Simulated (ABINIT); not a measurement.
# BeAgH3 (Pm-3m): zone-centre phonons, part 4 of 4

Which modes does BeAgH3 (Pm-3m) have at the zone centre?

ABINIT 10.8.3; DFT LDA, scalar-relativistic, plane waves, PseudoDojo norm-conserving pseudopotentials.

So far. Step 7 (Zone-centre response): The acoustic modes at Γ come out as far as 3.1 cm⁻¹ from zero, where they should vanish, a small numerical error. The lowest optical mode is imaginary, 428i cm⁻¹, an instability at this level and on this k mesh. Step 8 (Zone-centre analysis): The rule moves no optical mode by more than 0.1 cm⁻¹. The relaxed cell has a = 3.314 Å (conventional setting).

The structure was built from a prototype and need not be the compound's stable phase.

### 9. Sum rules set otherwise (asr 0)

Without the rule the raw error of the acoustic modes shows.

Input file anaddb.abi:

```
ddb_filepath "gamma_DDB"
output_file "anaddb.abo"
outdata_prefix "anaddb"
asr 0
chneut 0
enunit 2
eivec 1
nph1l 1
qph1l 0.0 0.0 0.0 1.0
```

Input file mrgddb.in:

```
gamma_DDB
merged
2
dfpt_gammao_DDB
gso_DDB
```

Started as:

```bash
$ mrgddb < mrgddb.in > mrgddb.log
$ OMP_NUM_THREADS=1 anaddb anaddb.abi > anaddb.log
```

anaddb.abo, the main output file:

```text
-outvars_anaddb: echo values of input variables ----------------------

 Miscellaneous information :
      enunit         2
       eivec         1
      chneut         0
 First list of wavevector (reduced coord.) :
       nph1l         1
       qph1l
                     0.00000000E+00  0.00000000E+00  0.00000000E+00    1.000E+00

================================================================================

 read the DDB information and perform some checks

  ==== Info on the Cryst% object ====
 Real(R)+Recip(G) space primitive vectors, cartesian coordinates (Bohr,Bohr^-1):
 R(1)=  6.2621588  0.0000000  0.0000000  G(1)=  0.1596893  0.0000000  0.0000000
 R(2)=  0.0000000  6.2621588  0.0000000  G(2)=  0.0000000  0.1596893  0.0000000
 R(3)=  0.0000000  0.0000000  6.2621588  G(3)=  0.0000000  0.0000000  0.1596893
 Unit cell volume ucvol=  2.4556826E+02 bohr^3
 Angles (23,13,12)=  9.00000000E+01  9.00000000E+01  9.00000000E+01 degrees
 Time-reversal symmetry is present
 Reduced atomic positions [iatom, xred, symbol]:
    1)    0.5000000  0.5000000  0.5000000  Ag
    2)    0.0000000  0.0000000  0.0000000  Be
    3)    0.0000000  0.0000000  0.5000000   H
    4)    0.5000000  0.0000000  0.0000000   H
    5)    0.0000000  0.5000000  0.0000000   H

 DDB file with 3 blocks has been read.

================================================================================

 Treat the first list of vectors

  Phonon wavevector (reduced coordinates) :  0.00000  0.00000  0.00000
 Phonon energies in Hartree :
  -1.950971E-03 -1.950971E-03 -1.950971E-03  1.401244E-05  1.401245E-05
   1.401245E-05  5.120090E-04  5.120090E-04  5.120090E-04  2.960055E-03
   2.960055E-03  2.960055E-03  4.797086E-03  4.797086E-03  4.797086E-03
 Phonon energies in meV     :
- -5.308864E+01 -5.308864E+01 -5.308864E+01  3.812981E-01  3.812981E-01
-  3.812981E-01  1.393247E+01  1.393247E+01  1.393247E+01  8.054720E+01
-  8.054720E+01  8.054720E+01  1.305354E+02  1.305354E+02  1.305354E+02
 Phonon frequencies in cm-1    :
- -4.281887E+02 -4.281887E+02 -4.281887E+02  3.075376E+00  3.075376E+00
-  3.075376E+00  1.123730E+02  1.123730E+02  1.123730E+02  6.496569E+02
-  6.496569E+02  6.496569E+02  1.052839E+03  1.052839E+03  1.052839E+03
 Phonon frequencies in Thz     :
- -1.283677E+01 -1.283677E+01 -1.283677E+01  9.219746E-02  9.219746E-02
-  9.219746E-02  3.368857E+00  3.368857E+00  3.368857E+00  1.947623E+01
-  1.947623E+01  1.947623E+01  3.156331E+01  3.156331E+01  3.156331E+01
 Phonon energies in Kelvin  :
- -6.160680E+02 -6.160680E+02 -6.160680E+02  4.424780E+00  4.424780E+00
-  4.424780E+00  1.616796E+02  1.616796E+02  1.616796E+02  9.347114E+02
-  9.347114E+02  9.347114E+02  1.514800E+03  1.514800E+03  1.514800E+03

 Eigendisplacements
 (will be given, for each mode : in cartesian coordinates
   for each atom the real part of the displacement vector,
   then the imaginary part of the displacement vector - absolute values smaller than 1.0d-7 are set to zero)
  Mode number    1   Energy   -1.950971E-03
 Attention : low frequency mode.
   (Could be unstable or acoustic mode)
-  1  0.00000000E+00  2.97926032E-07  4.04622321E-04
-     0.00000000E+00  0.00000000E+00  0.00000000E+00
-  2  0.00000000E+00 -3.91572159E-07 -5.31805948E-04
-     0.00000000E+00  0.00000000E+00  0.00000000E+00
-  3 -7.36896078E-07 -7.84672651E-06 -1.72357330E-02
-     0.00000000E+00  0.00000000E+00  0.00000000E+00
-  4 -1.19180747E-06 -7.84672651E-06 -1.06568757E-02
-     0.00000000E+00  0.00000000E+00  0.00000000E+00
-  5 -7.36896078E-07 -1.26907817E-05 -1.06568757E-02
-     0.00000000E+00  0.00000000E+00  0.00000000E+00
  Mode number    2   Energy   -1.950971E-03
 Attention : low frequency mode.
   (Could be unstable or acoustic mode)
-  1  0.00000000E+00  4.04622316E-04 -2.97930829E-07
-     0.00000000E+00  0.00000000E+00  0.00000000E+00
-  2  0.00000000E+00 -5.31805942E-04  3.91578464E-07
-     0.00000000E+00  0.00000000E+00  0.00000000E+00
-  3 -1.82859668E-06 -1.06568756E-02  1.26909860E-05
-     0.00000000E+00  0.00000000E+00  0.00000000E+00
-  4 -2.95745255E-06 -1.06568756E-02  7.84685285E-06
-     0.00000000E+00  0.00000000E+00  0.00000000E+00
-  5 -1.82859668E-06 -1.72357328E-02  7.84685285E-06
-     0.00000000E+00  0.00000000E+00  0.00000000E+00
  Mode number    3   Energy   -1.950971E-03
 Attention : low frequency mode.
   (Could be unstable or acoustic mode)
-  1  4.04622425E-04  0.00000000E+00  0.00000000E+00
-     0.00000000E+00  0.00000000E+00  0.00000000E+00
-  2 -5.31806085E-04  0.00000000E+00  0.00000000E+00
-     0.00000000E+00  0.00000000E+00  0.00000000E+00
-  3 -1.06568784E-02  1.82913877E-06  1.18962954E-06
-     0.00000000E+00  0.00000000E+00  0.00000000E+00
-  4 -1.72357374E-02  1.82913877E-06  7.35549461E-07
-     0.00000000E+00  0.00000000E+00  0.00000000E+00
-  5 -1.06568784E-02  2.95832929E-06  7.35549461E-07
-     0.00000000E+00  0.00000000E+00  0.00000000E+00
  Mode number    4   Energy    1.401244E-05
-  1  0.00000000E+00  0.00000000E+00 -2.13871549E-03
-     0.00000000E+00  0.00000000E+00  0.00000000E+00
-  2  0.00000000E+00  0.00000000E+00 -2.14214153E-03
-     0.00000000E+00  0.00000000E+00  0.00000000E+00
-  3  0.00000000E+00  0.00000000E+00 -2.13792030E-03
-     0.00000000E+00  0.00000000E+00  0.00000000E+00
-  4  0.00000000E+00  0.00000000E+00 -2.13835348E-03
-     0.00000000E+00  0.00000000E+00  0.00000000E+00
-  5  0.00000000E+00  0.00000000E+00 -2.13835348E-03
-     0.00000000E+00  0.00000000E+00  0.00000000E+00
  Mode number    5   Energy    1.401245E-05
-  1  1.03611684E-07  2.13871548E-03  0.00000000E+00
-     0.00000000E+00  0.00000000E+00  0.00000000E+00
-  2  1.03777662E-07  2.14214153E-03  0.00000000E+00
-     0.00000000E+00  0.00000000E+00  0.00000000E+00
-  3  1.03594147E-07  2.13835348E-03  0.00000000E+00
-     0.00000000E+00  0.00000000E+00  0.00000000E+00
-  4  1.03573161E-07  2.13835348E-03  0.00000000E+00
-     0.00000000E+00  0.00000000E+00  0.00000000E+00
-  5  1.03594147E-07  2.13792030E-03  0.00000000E+00
-     0.00000000E+00  0.00000000E+00  0.00000000E+00
  Mode number    6   Energy    1.401245E-05
-  1  2.13871548E-03 -1.03611539E-07  0.00000000E+00
-     0.00000000E+00  0.00000000E+00  0.00000000E+00
-  2  2.14214153E-03 -1.03777516E-07  0.00000000E+00
-     0.00000000E+00  0.00000000E+00  0.00000000E+00
-  3  2.13835348E-03 -1.03594002E-07  0.00000000E+00
-     0.00000000E+00  0.00000000E+00  0.00000000E+00
-  4  2.13792030E-03 -1.03594002E-07  0.00000000E+00
-     0.00000000E+00  0.00000000E+00  0.00000000E+00
-  5  2.13835348E-03 -1.03573016E-07  0.00000000E+00
-     0.00000000E+00  0.00000000E+00  0.00000000E+00
  Mode number    7   Energy    5.120090E-04
-  1  0.00000000E+00  0.00000000E+00 -5.84722952E-04
-     0.00000000E+00  0.00000000E+00  0.00000000E+00
-  2  0.00000000E+00  0.00000000E+00  7.48238355E-03
-     0.00000000E+00  0.00000000E+00  0.00000000E+00
-  3  0.00000000E+00  0.00000000E+00 -2.07483929E-03
-     0.00000000E+00  0.00000000E+00  0.00000000E+00
-  4  0.00000000E+00  0.00000000E+00 -1.17937470E-03
-     0.00000000E+00  0.00000000E+00  0.00000000E+00
-  5  0.00000000E+00  0.00000000E+00 -1.17937470E-03
-     0.00000000E+00  0.00000000E+00  0.00000000E+00
  Mode number    8   Energy    5.120090E-04
-  1  0.00000000E+00  5.84722952E-04  0.00000000E+00
-     0.00000000E+00  0.00000000E+00  0.00000000E+00
-  2 -2.46471128E-07 -7.48238354E-03  0.00000000E+00
-     0.00000000E+00  0.00000000E+00  0.00000000E+00
-  3  0.00000000E+00  1.17937470E-03  0.00000000E+00
-     0.00000000E+00  0.00000000E+00  0.00000000E+00
-  4  0.00000000E+00  1.17937470E-03  0.00000000E+00
-     0.00000000E+00  0.00000000E+00  0.00000000E+00
-  5  0.00000000E+00  2.07483929E-03  0.00000000E+00
-     0.00000000E+00  0.00000000E+00  0.00000000E+00
  Mode number    9   Energy    5.120090E-04
-  1  5.84722952E-04  0.00000000E+00  0.00000000E+00
-     0.00000000E+00  0.00000000E+00  0.00000000E+00
-  2 -7.48238354E-03  2.46471141E-07  0.00000000E+00
-     0.00000000E+00  0.00000000E+00  0.00000000E+00
-  3  1.17937470E-03  0.00000000E+00  0.00000000E+00
-     0.00000000E+00  0.00000000E+00  0.00000000E+00
-  4  2.07483929E-03  0.00000000E+00  0.00000000E+00
-     0.00000000E+00  0.00000000E+00  0.00000000E+00
-  5  1.17937470E-03  0.00000000E+00  0.00000000E+00
-     0.00000000E+00  0.00000000E+00  0.00000000E+00
  Mode number   10   Energy    2.960055E-03
-  1  0.00000000E+00  0.00000000E+00  0.00000000E+00
-     0.00000000E+00  0.00000000E+00  0.00000000E+00
-  2  0.00000000E+00  0.00000000E+00  0.00000000E+00
-     0.00000000E+00  0.00000000E+00  0.00000000E+00
-  3  5.70556946E-07  0.00000000E+00  0.00000000E+00
-     0.00000000E+00  0.00000000E+00  0.00000000E+00
-  4  0.00000000E+00  0.00000000E+00 -1.64963404E-02
-     0.00000000E+00  0.00000000E+00  0.00000000E+00
-  5 -5.70556946E-07  0.00000000E+00  1.64963404E-02
-     0.00000000E+00  0.00000000E+00  0.00000000E+00
  Mode number   11   Energy    2.960055E-03
-  1  0.00000000E+00  0.00000000E+00  0.00000000E+00
-     0.00000000E+00  0.00000000E+00  0.00000000E+00
-  2  0.00000000E+00  0.00000000E+00  0.00000000E+00
-     0.00000000E+00  0.00000000E+00  0.00000000E+00
-  3  1.13136372E-07  1.64963405E-02  0.00000000E+00
-     0.00000000E+00  0.00000000E+00  0.00000000E+00
-  4  0.00000000E+00 -1.64963405E-02  0.00000000E+00
-     0.00000000E+00  0.00000000E+00  0.00000000E+00
-  5 -1.13136372E-07  0.00000000E+00  0.00000000E+00
-     0.00000000E+00  0.00000000E+00  0.00000000E+00
  Mode number   12   Energy    2.960055E-03
-  1  0.00000000E+00  0.00000000E+00  0.00000000E+00
-     0.00000000E+00  0.00000000E+00  0.00000000E+00
-  2  0.00000000E+00  0.00000000E+00  0.00000000E+00
-     0.00000000E+00  0.00000000E+00  0.00000000E+00
-  3  1.64963404E-02 -1.13136382E-07  0.00000000E+00
-     0.00000000E+00  0.00000000E+00  0.00000000E+00
-  4  0.00000000E+00  1.13136382E-07  5.70556944E-07
-     0.00000000E+00  0.00000000E+00  0.00000000E+00
-  5 -1.64963404E-02  0.00000000E+00 -5.70556944E-07
-     0.00000000E+00  0.00000000E+00  0.00000000E+00
  Mode number   13   Energy    4.797086E-03
-  1  0.00000000E+00  0.00000000E+00  7.69792538E-05
-     0.00000000E+00  0.00000000E+00  0.00000000E+00
-  2  0.00000000E+00  0.00000000E+00  1.15236336E-04
-     0.00000000E+00  0.00000000E+00  0.00000000E+00
-  3  0.00000000E+00  0.00000000E+00  1.54373631E-02
-     0.00000000E+00  0.00000000E+00  0.00000000E+00
-  4  0.00000000E+00  0.00000000E+00 -1.23530039E-02
-     0.00000000E+00  0.00000000E+00  0.00000000E+00
-  5  0.00000000E+00  0.00000000E+00 -1.23530039E-02
-     0.00000000E+00  0.00000000E+00  0.00000000E+00
  Mode number   14   Energy    4.797086E-03
-  1  0.00000000E+00  7.69792534E-05  0.00000000E+00
-     0.00000000E+00  0.00000000E+00  0.00000000E+00
-  2  0.00000000E+00  1.15236336E-04  0.00000000E+00
-     0.00000000E+00  0.00000000E+00  0.00000000E+00
-  3 -1.23185644E-06 -1.23530039E-02  0.00000000E+00
-     0.00000000E+00  0.00000000E+00  0.00000000E+00
-  4  1.53943246E-06 -1.23530039E-02  0.00000000E+00
-     0.00000000E+00  0.00000000E+00  0.00000000E+00
-  5 -1.23185644E-06  1.54373631E-02  0.00000000E+00
-     0.00000000E+00  0.00000000E+00  0.00000000E+00
  Mode number   15   Energy    4.797086E-03
-  1  7.69792534E-05  0.00000000E+00  0.00000000E+00
-     0.00000000E+00  0.00000000E+00  0.00000000E+00
-  2  1.15236336E-04  0.00000000E+00  0.00000000E+00
-     0.00000000E+00  0.00000000E+00  0.00000000E+00
-  3 -1.23530039E-02  1.23185644E-06  0.00000000E+00
-     0.00000000E+00  0.00000000E+00  0.00000000E+00
-  4  1.54373631E-02  1.23185644E-06  0.00000000E+00
-     0.00000000E+00  0.00000000E+00  0.00000000E+00
-  5 -1.23530039E-02 -1.53943246E-06  0.00000000E+00
-     0.00000000E+00  0.00000000E+00  0.00000000E+00

 Analysis of degeneracies and characters (maximum tolerance=1.00E-06 a.u.)
 For each vibration mode, or group of modes if degenerate,
 the characters are given for each symmetry operation (see the list in the log file).
 Symmetry characters of vibration mode #   1
       degenerate with vibration modes #   2 to    3
  3.0 -3.0 -1.0  1.0 -1.0  1.0 -1.0  1.0  1.0 -1.0 -1.0  1.0  1.0 -1.0 -1.0  1.0
 -0.0  0.0 -0.0  0.0  0.0 -0.0  0.0 -0.0  1.0 -1.0 -1.0  1.0 -1.0  1.0  1.0 -1.0
 -0.0  0.0  0.0 -0.0  0.0 -0.0 -0.0  0.0  1.0 -1.0  1.0 -1.0 -1.0  1.0 -1.0  1.0
 Symmetry characters of vibration mode #   4
       degenerate with vibration modes #   5 to    6
  3.0 -3.0 -1.0  1.0 -1.0  1.0 -1.0  1.0  1.0 -1.0 -1.0  1.0  1.0 -1.0 -1.0  1.0
  0.0 -0.0  0.0 -0.0 -0.0  0.0 -0.0  0.0  1.0 -1.0 -1.0  1.0 -1.0  1.0  1.0 -1.0
  0.0 -0.0 -0.0  0.0 -0.0  0.0  0.0 -0.0  1.0 -1.0  1.0 -1.0 -1.0  1.0 -1.0  1.0
 Symmetry characters of vibration mode #   7
       degenerate with vibration modes #   8 to    9
  3.0 -3.0 -1.0  1.0 -1.0  1.0 -1.0  1.0  1.0 -1.0 -1.0  1.0  1.0 -1.0 -1.0  1.0
  0.0 -0.0  0.0 -0.0 -0.0  0.0 -0.0  0.0  1.0 -1.0 -1.0  1.0 -1.0  1.0  1.0 -1.0
  0.0 -0.0 -0.0  0.0 -0.0  0.0  0.0 -0.0  1.0 -1.0  1.0 -1.0 -1.0  1.0 -1.0  1.0
 Symmetry characters of vibration mode #  10
       degenerate with vibration modes #  11 to   12
  3.0 -3.0 -1.0  1.0 -1.0  1.0 -1.0  1.0 -1.0  1.0  1.0 -1.0 -1.0  1.0  1.0 -1.0
 -0.0  0.0  0.0 -0.0  0.0 -0.0 -0.0  0.0 -1.0  1.0  1.0 -1.0  1.0 -1.0 -1.0  1.0
 -0.0  0.0  0.0 -0.0 -0.0  0.0  0.0 -0.0 -1.0  1.0 -1.0  1.0  1.0 -1.0  1.0 -1.0
 Symmetry characters of vibration mode #  13
       degenerate with vibration modes #  14 to   15
  3.0 -3.0 -1.0  1.0 -1.0  1.0 -1.0  1.0  1.0 -1.0 -1.0  1.0  1.0 -1.0 -1.0  1.0
 -0.0  0.0  0.0 -0.0  0.0 -0.0  0.0 -0.0  1.0 -1.0 -1.0  1.0 -1.0  1.0  1.0 -1.0
 -0.0  0.0  0.0 -0.0  0.0 -0.0  0.0 -0.0  1.0 -1.0  1.0 -1.0 -1.0  1.0 -1.0  1.0
-
```

Elapsed: 0.51 s, on 1 thread of Arm Neoverse V2, shared host.

Zone-centre frequencies as printed; negative means imaginary. Modes:

```
mode  frequency (cm⁻¹)
   1            -428.2
   2            -428.2
   3            -428.2
   4              3.08
   5              3.08
   6              3.08
   7             112.4
   8             112.4
   9             112.4
  10             649.7
  11             649.7
  12             649.7
  13              1053
  14              1053
  15              1053
```

### 10. Summary of results

| Property | Result |
| --- | --- |
| space group after relaxation | Pm-3m |
| volume per atom | 7.28 Å³ |
| highest optical zone-centre mode (no LO-TO term) | 1053 cm⁻¹ |
| lowest optical zone-centre mode | -428.2 cm⁻¹ |
| imaginary optical modes at the zone centre (no q mesh in this session) | yes |

What this shows: At the LDA level the optical modes of BeAgH3 (Pm-3m) at the zone centre run from 428i to 1053 cm⁻¹, so the structure is a saddle point, with 3 modes beyond 10i cm⁻¹ there. The base run prints -0.60 GPa, mostly the error of a finite basis; the relaxation, with a smoothed and higher cutoff, had brought the cell to rest. These are harmonic frequencies: anharmonic shifts and widths and the lattice's thermal expansion are left out. The Fermi-Dirac smearing of 0.01 Ha is an electronic temperature of 3158 K, which adds a pressure of its own and can shift the volume and soft modes. In a metal the frequencies hang on the k mesh and the smearing, most of all near Kohn anomalies. The structure is a hypothetical one, built on a prototype.

[Host names and launcher messages were left out of these logs when they were recorded.]

[Logs are printed without paths, hosts, clocks, repeated set-up lines and the standing remarks that a program may print on its own settings, such as how far it seeks lower states.]

[Hosts, paths, dates, database ids (printed as entryN), source tags and the programs' standing remarks are cut or masked in the printed files.]
